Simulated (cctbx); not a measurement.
## Resonant diffraction in Ni2Ir

Space group Fd-3m (no. 227, origin choice 1), a = 6.2810 Å, b = 6.2810 Å, c = 6.2810 Å, α = 90.00°, β = 90.00°, γ = 90.00°.

| atom | mult. | x | y | z | Ueq (Å²) |
| --- | --- | --- | --- | --- | --- |
| Ir1 | 8 | 1/4 | 3/4 | 1/4 | 0.0049 |
| Ni1 | 16 | 3/8 | 1/8 | 3/8 | 0.0062 |

The model is made up (kin elements in a known structure type, no relaxation), so it says nothing on whether the phase exists.

Calculated with cctbx: free-atom f′ and f″ from the Sasaki tables, no fine structure; amplitudes in electrons.

| E (eV) | F 1 1 1 | F 3 3 3 | F 2 2 2 | F 4 2 2 |
| --- | --- | --- | --- | --- |
| 10615 | 153.4 | 330.0 | 297.1 | 326.5 |
| 10965 | 142.6 | 321.5 | 298.7 | 313.2 |
| 11095 | 134.3 | 314.2 | 299.3 | 302.4 |
| 11155 | 126.5 | 307.1 | 299.5 | 292.2 |
| 11185 | 118.8 | 300.0 | 299.6 | 282.0 |
| 11200 | 111.4 | 293.1 | 299.7 | 272.0 |
| 11207 | 104.8 | 287.0 | 299.7 | 263.3 |
| 11211 | 98.0 | 280.7 | 299.7 | 254.3 |
| 11219 | 100.2 | 282.2 | 299.7 | 257.2 |
| 11223 | 109.1 | 290.9 | 299.7 | 269.4 |
| 11230 | 116.4 | 298.1 | 299.8 | 279.5 |
| 11245 | 124.2 | 305.7 | 299.8 | 290.2 |
| 11275 | 131.9 | 313.1 | 299.9 | 300.6 |
| 11365 | 141.4 | 322.5 | 300.2 | 313.7 |
| 11615 | 151.4 | 332.6 | 301.0 | 327.6 |

**Question.** Which edge is crossed, and why do the reflections move as they do?

The L3 edge of Ir. The edge is at 11215 eV. f′ of Ir falls from -12.1 e at 11095 eV to -18.5 e at 4 eV below it, and f″ steps from 3.86 to 10.19 e across it. Over that approach |F| changes by -27 % (1 1 1), -11 % (3 3 3), +0 % (2 2 2) and -16 % (4 2 2): a reflection falls where Ir scatters in phase with the total and rises where it scatters against it; it hardly moves where the Ir term is small or cancels by symmetry. Above the edge the larger f″ enters the imaginary part, where it can add to or cancel the other atoms' f″. The structure is centrosymmetric, so Friedel mates stay equal.
